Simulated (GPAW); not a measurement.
**How the form of the self-energy moves the gap of Mg2H2O3 (P-3m1)**

How much does the gap of Mg2H2O3 (P-3m1) depend on the approximation to the self-energy?

Program: GPAW 26.7.0. Level of theory: LDA and many-body steps on it, plane waves. Results are calculated unless marked as measured.

### 1. The starting structure

Symmetry: P-3m1, No. 164, trigonal system. The conventional cell has a = 3.085 Å, b = 3.085 Å, c = 7.710 Å, α = 90.00°, β = 90.00°, γ = 120.00°. Mg has 6 O at 2.10 to 2.17 Å nearest. H has 1 O at 0.99 Å nearest. Nearest to O lie 1 H at 0.99 Å and 3 Mg at 2.10 Å. Nearest to O lie 6 Mg at 2.17 Å. Farther neighbours and most contacts between anions are not listed.

Structure file:

```cif
data_structure
_symmetry_space_group_name_H-M 'P 1'
_symmetry_Int_Tables_number 1
_cell_length_a 3.0850
_cell_length_b 3.0850
_cell_length_c 7.7100
_cell_angle_alpha 90.000
_cell_angle_beta 90.000
_cell_angle_gamma 120.000
_cell_volume 63.55
loop_
_atom_site_label
_atom_site_type_symbol
_atom_site_fract_x
_atom_site_fract_y
_atom_site_fract_z
_atom_site_occupancy
Mg1 Mg 0.66667 0.33333 0.83990 1
Mg2 Mg 0.33333 0.66667 0.16010 1
H3 H 0.33333 0.66667 0.56660 1
H4 H 0.66667 0.33333 0.43340 1
O5 O 0.33333 0.66667 0.69490 1
O6 O 0.66667 0.33333 0.30510 1
O7 O 0.00000 0.00000 0.00000 1
```

The cell and positions come from the Crystallography Open Database and are kept as given unless a step says otherwise.

### 2. Empty states on the mesh, 3×3×2 mesh, 418 bands

This step: GPAW 26.7.0; DFT, LDA, plane waves, PAW.

The sums over transitions need many empty states on a uniform mesh; this step solves for them.

File run.py:

```python
import json
import numpy as np
from gpaw.mpi import world
from gpaw import GPAW

calc = GPAW('gs.gpw').fixed_density(kpts={'size': (3, 3, 2), 'gamma': True},
    parallel={'domain': 1, 'band': 1},
    txt='nscf.txt')
calc.diagonalize_full_hamiltonian(nbands=418)
calc.write('full.gpw', mode='all')
res = {}
kpts = calc.get_ibz_k_points()
res['kpts'] = kpts
res['eigenvalues'] = [calc.get_eigenvalues(kpt=k) for k in range(len(kpts))]
res['n_electrons'] = calc.get_number_of_electrons()

if world.rank == 0:
    with open('result.json', 'w') as f:
        json.dump(res, f, default=lambda x: x.tolist())
```

Run with:

```bash
$ mpirun -n 4 gpaw python run.py
```

Numbers of over 12 decimals in the logs are rounded to 6 here.

Output:

```text
Diagonalizing LCAO Hamiltonian
Converting LCAO to pw mode
convergence criteria:
- Maximum integral of absolute [eigenst]ate change: 4e-08 eV^2 / valence electron
maximum number of iterations: 100

SCF iterations
|iter     |     time |      energy | eigst |  dens |
|iter:   1|  |             | +0.92 |       |
|iter:   2|  |             | -0.25 |       |
|iter:   3|  |             | -1.55 |       |
|iter:   4|  |             | -3.15 |       |
|iter:   5|  |             | -4.02 |       |
|iter:   6|  |             | -5.56 |       |
|iter:   7|  |             | -6.50 |       |
|iter:   8|  |             | -7.82c|       |
SCF steps: 8
  __  _  _
 | _ |_)|_||  |
 |__||  | ||/\| - 26.7.0

Input parameters:
  mode=PW(ecut=600.0),
  convergence={'density': 1e-06, 'bands': -3},
  gpts=array([18, 18, 45]),
  kpts=MonkhorstPack(size=(3, 3, 2), gamma=True),
  maxiter=100,
  nbands=29,
  occupations=Occupations(name='fermi-dirac', width=0.001, fixmagmom=False),
  parallel={'domain': 1, 'band': 1},
  xc=XC(name='LDA')
Matrix size: 2107x2107
# Writing to full.gpw (mode='all')
  [... matrices ...]

timing:  # [seconds]
  Total: 20.309  # ━━━━━━━━━━━━━━━━━━━━━━━━━━━━━━━━━━━━━━━━━━━━━━━━━━━━━━━━━━
```

Run time: 25 s. Hardware: 4 MPI ranks of Arm Neoverse V1, shared host; peak memory 1.9 GiB.

This step gave:

```yaml
gap: 3.470 eV
k_of_the_valence_top: 0, 0, 0
k_of_the_conduction_bottom: 0, 0, 0
least_direct_gap: 3.470 eV
k_points_computed: 6
lowest_point_of_the_top_converged_band_above_the_valence_top: 185.4174 eV
```

On this mesh the gap is 3.470 eV.

### 3. G0W0, Godby-Needs plasmon pole

Now the one-shot GW correction: screening in the RPA, then the self-energy of the levels asked for.

This step: G0W0 on LDA, plane waves, PAW.

File run.py:

```python
import json
import numpy as np
from gpaw.mpi import world
from gpaw.response.g0w0 import G0W0

gw = G0W0('full.gpw',
    filename='gw',
    kpts=[0],
    bands=(18, 22),
    ecut=120,
    nbands=189,
    integrate_gamma='WS',
    ppa=True)
gw.calculate()
res = {mode: {k: v for k, v in r.items() if k != 'sigma_eskwn'}
       for mode, r in gw.all_results.items()}

if world.rank == 0:
    with open('result.json', 'w') as f:
        json.dump(res, f, default=lambda x: x.tolist())
```

Run with:

```bash
$ mpirun -n 4 gpaw python run.py
```

Output:

```text
Using integrator: PointIntegrator
FrequencyGridDescriptor(from 0.000+0.000j to 0.000+27.211j eV, 2 points)
Nonperiodic BCs:  [False False False]
Using integrator: PointIntegrator
FrequencyGridDescriptor(from 0.000+0.000j to 0.000+27.211j eV, 2 points)
Nonperiodic BCs:  [False False False]
  ___  _ _ _
 |   || | | |
 | | || | | |
 |__ ||_____|
 |___|

BZ k-points: Symmetries present (total): 12

  [... matrices ...]
18 k-points: 3 x 3 x 2 Monkhorst-Pack grid + [0.000000,0.000000,1/4]
6 k-points in the irreducible part of the Brillouin zone
       k-points in crystal coordinates                weights
   0:     0.00000000    0.00000000    0.00000000          1/18
   1:     0.00000000    0.00000000    0.50000000          1/18
   2:     0.33333333    0.00000000    0.00000000          6/18
   3:     0.33333333    0.00000000    0.50000000          6/18
   4:     0.33333333    0.33333333    0.00000000          2/18
   5:     0.33333333    0.33333333    0.50000000          2/18

Distributing spins, k-points and bands (1 x 1 x 4) over 4 processes
Number of blocks: 1

Quasi particle states:
k-points (IBZ indices): [0]
Band range: (18, 22)
  [... matrices ...]
Computational parameters:
Plane wave cut-off: 120 eV
Number of bands: 189
Coulomb cutoff: None
Broadening: 0.1 eV

fxc modes: GW
Kernel: RPA
Using Godby-Needs plasmon-pole approximation:
  Fitting energy: i*E0, E0 = 1.000 Hartree
Summing all q:

Calculating screened Coulomb potential
No Coulomb truncation
FrequencyGridDescriptor(from 0.000+0.000j to 0.000+27.211j eV, 2 points)
Removing empty qpoint cache files...

Calculating chi0 body with:
    Ground state adapter containing:
    Number of spins: 1
    Number of kpoints: 18
    Number of irreducible kpoints: 6
    Number of completely occupied states: 20
    Number of partially occupied states: 20
    Occupied states memory: 4.449462890625 M / cpu

    Linear response parametrization:
    q_c: [0.0, 0.0, 0.0]
    Number of frequency points: 2
    Planewave cutoff: 120.0
    Number of bands: 189
    Number of planewaves: 187
    Broadening (eta): 1e-06
    comm.size: 4
    kncomm.size: 4
    blockcomm.size: 1

    Memory estimate of potentially large arrays:
        chi0_wGG: 1.067169 M / cpu
Integrating chi0 body.

Symmetries of q_c:
    Direct symmetries (Uq -> q): 12
    Indirect symmetries (TUq -> q): 0
In total 12 allowed symmetries.

  [... matrices ...]
6 groups of equivalent kpoints. 66.666667% reduction.

Integral kind: response function
Integrating chi0 head and wings.

Symmetries of q_c:
    Direct symmetries (Uq -> q): 12
    Indirect symmetries (TUq -> q): 0
In total 12 allowed symmetries.

  [... matrices ...]
6 groups of equivalent kpoints. 66.666667% reduction.

Integral kind: response function wings

Calculating chi0 body with:
    Ground state adapter containing:
    Number of spins: 1
    Number of kpoints: 18
    Number of irreducible kpoints: 6
    Number of completely occupied states: 20
    Number of partially occupied states: 20
    Occupied states memory: 4.449462890625 M / cpu

[... the further q-points ...]

Results:
f:      Occupation numbers
eps:     KS-eigenvalues [eV]
vxc:     KS vxc [eV]
exx:     Exact exchange [eV]
sigma:   Self-energies [eV]
dsigma:  Self-energy derivatives
Z:       Renormalization factors
qp:      QP-energies [eV]

k-point 0 (0): (0.000, 0.000, 0.000)                GW
band       f     eps     vxc     exx   sigma  dsigma       Z      qp
                                                                   GW
  18   1.000   1.774 -20.857 -26.386   4.075  -0.258   0.795   0.618
  19   1.000   1.774 -20.857 -26.386   4.075  -0.258   0.795   0.618
  20   0.000   5.244 -12.866  -7.899  -3.246  -0.171   0.854   6.714
  21   0.000   8.257 -14.137  -8.447  -3.664  -0.184   0.845   9.968
```

Elapsed: 26 s, on 4 MPI ranks; peak memory 1.3 GiB; 1.8 min of CPU time.

Numbers from this step:

```yaml
g0w0_gap_on_the_points_computed: 6.096 eV
least_direct_g0w0_gap_on_the_computed_points: 6.096 eV
z_at_the_valence_top: 0.7951
z_at_the_conduction_bottom: 0.8539
starting_gap_on_the_mesh: 3.470 eV
k_of_the_valence_top: 0, 0, 0
k_of_the_conduction_bottom: 0, 0, 0
```

The gap on the mesh goes from 3.47 eV to 6.10 eV, a correction of +2.63 eV.

### 4. One-shot HSE06

This step: one-shot HSE06 levels on LDA orbitals, plane waves, PAW.

File run.py:

```python
import json
import numpy as np
from gpaw.mpi import world
from gpaw.hybrids.eigenvalues import non_self_consistent_eigenvalues

dft, vxc, vxc_hyb = non_self_consistent_eigenvalues('full.gpw', 'HSE06', 18, 22, kpt_indices=[0])
res = {'dft': dft[0], 'hybrid': (dft - vxc + vxc_hyb)[0]}
if world.rank == 0:
    with open('hybrid.txt', 'w') as f:
        for k, e0, e1 in zip([0], res['dft'], res['hybrid']):
            print(k, ' '.join(f'{x:9.4f}' for x in e0), '|', ' '.join(f'{x:9.4f}' for x in e1), file=f)

if world.rank == 0:
    with open('result.json', 'w') as f:
        json.dump(res, f, default=lambda x: x.tolist())
```

Run with:

```bash
$ mpirun -n 4 gpaw python run.py
```

Output:

```text
IBZ(<points: 6, symmetries: 12>)
Occupied bands: 20
Transforming wave functions from IBZ to BZ: 0.013 seconds
Distributing wave functions and iFFT-ing to real space: 0.110 seconds
Calculating eigenvalues:
  k-points: 1
  Bands: 18-21 (inclusive)
  Seconds: 0.233 (wave-function broadcasting: 0.006 seconds)
HSE06-eigenvalue shifts:
  min: -1.258 eV
  ave: -0.177 eV
  max: 0.986 eV
```

Elapsed: 3 s, on 4 MPI ranks; peak memory 0.48 GiB.

Numbers from this step:

```
starting gap on the mesh                       : 3.470 eV
hybrid gap on the mesh                         : 5.552 eV
least direct hybrid gap on the computed points : 5.552 eV
```

### 5. G0W0, extrapolated in the cutoff

This step: G0W0 on LDA, plane waves, PAW.

File run.py:

```python
import json
import numpy as np
from gpaw.mpi import world
from gpaw.response.g0w0 import G0W0

gw = G0W0('full.gpw',
    filename='gw',
    kpts=[0],
    bands=(18, 22),
    ecut=200.0,
    integrate_gamma='WS',
    ppa=True,
    ecut_extrapolation=True)
gw.calculate()
res = {mode: {k: v for k, v in r.items() if k != 'sigma_eskwn'}
       for mode, r in gw.all_results.items()}

if world.rank == 0:
    with open('result.json', 'w') as f:
        json.dump(res, f, default=lambda x: x.tolist())
```

Run with:

```bash
$ mpirun -n 4 gpaw python run.py
```

Output:

```text
Using integrator: PointIntegrator
FrequencyGridDescriptor(from 0.000+0.000j to 0.000+27.211j eV, 2 points)
Nonperiodic BCs:  [False False False]
Using integrator: PointIntegrator
FrequencyGridDescriptor(from 0.000+0.000j to 0.000+27.211j eV, 2 points)
Nonperiodic BCs:  [False False False]
  ___  _ _ _
 |   || | | |
 | | || | | |
 |__ ||_____|
 |___|

BZ k-points: Symmetries present (total): 12

  [... matrices ...]
18 k-points: 3 x 3 x 2 Monkhorst-Pack grid + [0.000000,0.000000,1/4]
6 k-points in the irreducible part of the Brillouin zone
       k-points in crystal coordinates                weights
   0:     0.00000000    0.00000000    0.00000000          1/18
   1:     0.00000000    0.00000000    0.50000000          1/18
   2:     0.33333333    0.00000000    0.00000000          6/18
   3:     0.33333333    0.00000000    0.50000000          6/18
   4:     0.33333333    0.33333333    0.00000000          2/18
   5:     0.33333333    0.33333333    0.50000000          2/18

Distributing spins, k-points and bands (1 x 1 x 4) over 4 processes
Number of blocks: 1

Quasi particle states:
k-points (IBZ indices): [0]
Band range: (18, 22)
  [... matrices ...]
Computational parameters:
Extrapolating to infinite plane wave cut-off using points at:
  172.355 eV
  184.896 eV
  200.000 eV
Number of bands: 408
Coulomb cutoff: None
Broadening: 0.1 eV

fxc modes: GW
Kernel: RPA
Using Godby-Needs plasmon-pole approximation:
  Fitting energy: i*E0, E0 = 1.000 Hartree
Summing all q:

Calculating screened Coulomb potential
No Coulomb truncation
FrequencyGridDescriptor(from 0.000+0.000j to 0.000+27.211j eV, 2 points)
Removing empty qpoint cache files...

Calculating chi0 body with:
    Ground state adapter containing:
    Number of spins: 1
    Number of kpoints: 18
[...]
Linear response parametrization:
    q_c: [0.0, 0.0, 0.0]
    Number of frequency points: 2
    Planewave cutoff: 200.0
    Number of bands: 408
    Number of planewaves: 425
    Broadening (eta): 1e-06
    comm.size: 4
    kncomm.size: 4
    blockcomm.size: 1

    Memory estimate of potentially large arrays:
        chi0_wGG: 5.512238 M / cpu
Integrating chi0 body.

Symmetries of q_c:
    Direct symmetries (Uq -> q): 12
    Indirect symmetries (TUq -> q): 0
In total 12 allowed symmetries.

  [... matrices ...]
6 groups of equivalent kpoints. 66.666667% reduction.

Integral kind: response function
Integrating chi0 head and wings.

Symmetries of q_c:
    Direct symmetries (Uq -> q): 12
    Indirect symmetries (TUq -> q): 0
In total 12 allowed symmetries.

  [... matrices ...]
6 groups of equivalent kpoints. 66.666667% reduction.

Integral kind: response function wings

Calculating chi0 body with:
    Ground state adapter containing:
    Number of spins: 1
    Number of kpoints: 18
    Number of irreducible kpoints: 6
    Number of completely occupied states: 20
    Number of partially occupied states: 20
    Occupied states memory: 4.449462890625 M / cpu

[... the further q-points ...]
Extrapolating selfenergy to infinite energy cutoff:
  Performing linear fit to 3 points
  Warning: Bad quality of linear fit for some (n,k).
           Higher cutoff might be necessary.
  Minimum R^2 = 0.0004. (R^2 Should be close to 1)
  [... matrices ...]
Results:
f:      Occupation numbers
eps:     KS-eigenvalues [eV]
vxc:     KS vxc [eV]
exx:     Exact exchange [eV]
sigma:   Self-energies [eV]
dsigma:  Self-energy derivatives
Z:       Renormalization factors
qp:      QP-energies [eV]

k-point 0 (0): (0.000, 0.000, 0.000)                GW
band       f     eps     vxc     exx   sigma  dsigma       Z      qp
                                                                   GW
  18   1.000   1.774 -20.857 -26.386   3.442  -0.272   0.786   0.133
  19   1.000   1.774 -20.857 -26.386   3.442  -0.272   0.786   0.133
  20   0.000   5.244 -12.866  -7.899  -3.391  -0.176   0.850   6.584
  21   0.000   8.257 -14.137  -8.447  -3.886  -0.187   0.842   9.776
```

Run time: 2.4 min. Hardware: 4 MPI ranks; peak memory 1.8 GiB; 9.5 min of CPU time.

Numbers from this step:

```
quasiparticle gap on the points computed              : 6.450 eV
least direct quasiparticle gap on the computed points : 6.450 eV
Z at the valence top                                  : 0.7861
Z at the conduction bottom                            : 0.8502
starting gap on the mesh                              : 3.470 eV
k of the valence top                                  : 0, 0, 0
k of the conduction bottom                            : 0, 0, 0
gaps at the cutoffs of the extrapolation              : 6.234, 6.257, 6.278 eV
```

Against G0W0 in GPAW (3×3×2 mesh, 189 bands, screening to 120 eV, Godby-Needs plasmon pole), the gap moves by +0.354 eV.

### 6. One-shot PBE0

This step: one-shot PBE0 levels on LDA orbitals, plane waves, PAW.

File run.py:

```python
import json
import numpy as np
from gpaw.mpi import world
from gpaw.hybrids.eigenvalues import non_self_consistent_eigenvalues

dft, vxc, vxc_hyb = non_self_consistent_eigenvalues('full.gpw', 'PBE0', 18, 22, kpt_indices=[0])
res = {'dft': dft[0], 'hybrid': (dft - vxc + vxc_hyb)[0]}
if world.rank == 0:
    with open('hybrid.txt', 'w') as f:
        for k, e0, e1 in zip([0], res['dft'], res['hybrid']):
            print(k, ' '.join(f'{x:9.4f}' for x in e0), '|', ' '.join(f'{x:9.4f}' for x in e1), file=f)

if world.rank == 0:
    with open('result.json', 'w') as f:
        json.dump(res, f, default=lambda x: x.tolist())
```

Run with:

```bash
$ mpirun -n 4 gpaw python run.py
```

Output:

```text
IBZ(<points: 6, symmetries: 12>)
Occupied bands: 20
Transforming wave functions from IBZ to BZ: 0.013 seconds
Distributing wave functions and iFFT-ing to real space: 0.109 seconds
Calculating eigenvalues:
  k-points: 1
  Bands: 18-21 (inclusive)
  Seconds: 0.281 (wave-function broadcasting: 0.006 seconds)
HSE06-eigenvalue shifts:
  min: -1.628 eV
  ave: -0.179 eV
  max: 1.340 eV
```

Run time: 3 s. Hardware: 4 MPI ranks; peak memory 0.48 GiB.

This step gave:

| Property | Result |
| --- | --- |
| starting gap on the mesh | 3.470 eV |
| hybrid gap on the mesh | 6.298 eV |
| least direct hybrid gap on the computed points | 6.298 eV |

### 7. G0W0, full frequency, Hilbert transform

This step: G0W0 on LDA, plane waves, PAW.

File run.py:

```python
import json
import numpy as np
from gpaw.mpi import world
from gpaw.response.g0w0 import G0W0

gw = G0W0('full.gpw',
    filename='gw',
    kpts=[0],
    bands=(18, 22),
    ecut=120,
    nbands=189,
    integrate_gamma='WS',
    frequencies={'type': 'nonlinear', 'domega0': 0.1, 'omega2': 15.0},
    eta=0.1,
    nblocksmax=True)
gw.calculate()
res = {mode: {k: v for k, v in r.items() if k != 'sigma_eskwn'}
       for mode, r in gw.all_results.items()}

if world.rank == 0:
    with open('result.json', 'w') as f:
        json.dump(res, f, default=lambda x: x.tolist())
```

Run with:

```bash
$ mpirun -n 4 gpaw python run.py
```

Output:

```text
Using integrator: PointIntegrator
NonLinearFrequencyDescriptor(from 0.000 to 178.305 eV, 302 points)
Nonperiodic BCs:  [False False False]
Using integrator: PointIntegrator
NonLinearFrequencyDescriptor(from 0.000 to 178.305 eV, 302 points)
Nonperiodic BCs:  [False False False]
  ___  _ _ _
 |   || | | |
 | | || | | |
 |__ ||_____|
 |___|

BZ k-points: Symmetries present (total): 12

  [... matrices ...]
18 k-points: 3 x 3 x 2 Monkhorst-Pack grid + [0.000000,0.000000,1/4]
6 k-points in the irreducible part of the Brillouin zone
[...]
Results:
f:      Occupation numbers
eps:     KS-eigenvalues [eV]
vxc:     KS vxc [eV]
exx:     Exact exchange [eV]
sigma:   Self-energies [eV]
dsigma:  Self-energy derivatives
Z:       Renormalization factors
qp:      QP-energies [eV]

k-point 0 (0): (0.000, 0.000, 0.000)                GW
band       f     eps     vxc     exx   sigma  dsigma       Z      qp
                                                                   GW
  18   1.000   1.774 -20.857 -26.386   3.999  -0.281   0.781   0.580
  19   1.000   1.774 -20.857 -26.386   3.999  -0.281   0.781   0.579
  20   0.000   5.244 -12.866  -7.899  -3.242  -0.194   0.838   6.688
  21   0.000   8.257 -14.137  -8.447  -3.676  -0.207   0.829   9.925
```

Run time: 86 s. Hardware: 4 MPI ranks; peak memory 1.8 GiB; 5.8 min of CPU time.

This step gave:

| Quantity | Value |
| --- | --- |
| G0W0 gap on the points computed | 6.109 eV |
| least direct G0W0 gap on the computed points | 6.109 eV |
| starting gap on the mesh | 3.470 eV |
| k of the valence top | 0, 0, 0 |
| k of the conduction bottom | 0, 0, 0 |

Against G0W0 in GPAW (3×3×2 mesh, 189 bands, screening to 120 eV, Godby-Needs plasmon pole), the gap moves by +0.013 eV.

### 8. Side by side

Times are wall times on 4 MPI ranks of Arm Neoverse V1, shared host, good to a factor of about two.

```csv
run,mesh,bands,screening cutoff (eV),DFT gap (eV),gap on the mesh (eV),direct (eV),time
"G0W0, Godby-Needs plasmon pole",3×3×2,189,120,3.470,6.096,6.096,26 s
one-shot HSE06,3×3×2,-,-,3.470,5.552,5.552,3 s
"G0W0, extrapolated in the cutoff",3×3×2,-,200,3.470,6.450,6.450,2.4 min
one-shot PBE0,3×3×2,-,-,3.470,6.298,6.298,3 s
"G0W0, full frequency, Hilbert transform",3×3×2,189,120,3.470,6.109,6.109,86 s
```

### 9. What came out

| Property | Result |
| --- | --- |
| G0W0, Godby-Needs plasmon pole | 6.096 eV |
| one-shot HSE06 | 5.552 eV |
| G0W0, extrapolated in the cutoff | 6.450 eV |
| one-shot PBE0 | 6.298 eV |
| G0W0, full frequency, Hilbert transform | 6.109 eV |
| known limits | not at the basis limit; coarse k mesh |

What this shows: One-shot HSE06: −0.544 eV against G0W0, Godby-Needs plasmon pole. G0W0, extrapolated in the cutoff: +0.354 eV against G0W0, Godby-Needs plasmon pole, at other bands or cutoff, so not like for like. One-shot PBE0: +0.203 eV against G0W0, Godby-Needs plasmon pole. G0W0, full frequency, Hilbert transform: +0.013 eV against G0W0, Godby-Needs plasmon pole. One-shot hybrid levels are evaluated on the LDA orbitals. Bands and cutoff are finite, so the gap is not at the basis limit. The miss can reach some tenths of an eV and take either sign; the mesh is an error of its own. These stock PAW sets were not made for GW. In the G0W0 runs levels were corrected at 1 k point alone, so a gap called «on the mesh» is the least over those, and an edge elsewhere would be missed. The program warns of a poor linear fit in the extrapolation of some level, so the extrapolated values are rough. The 3×3×2 mesh is coarse for this cell, which bears on the long-range parts of exchange and screening.

[Paths, hosts, dates, memory and timing lines, banners, echoed tables and standing remarks are left out of the program output.]

[Logs are printed without paths, hosts, clocks, repeated set-up lines and the standing remarks that a program may print on its own settings, such as how far it seeks lower states.]

[Runs of the session that timed out or met a known fault of the program may be left out.]

[Hosts, paths, dates, database ids (printed as entryN), source tags and the programs' standing remarks are cut or masked in the printed files.]
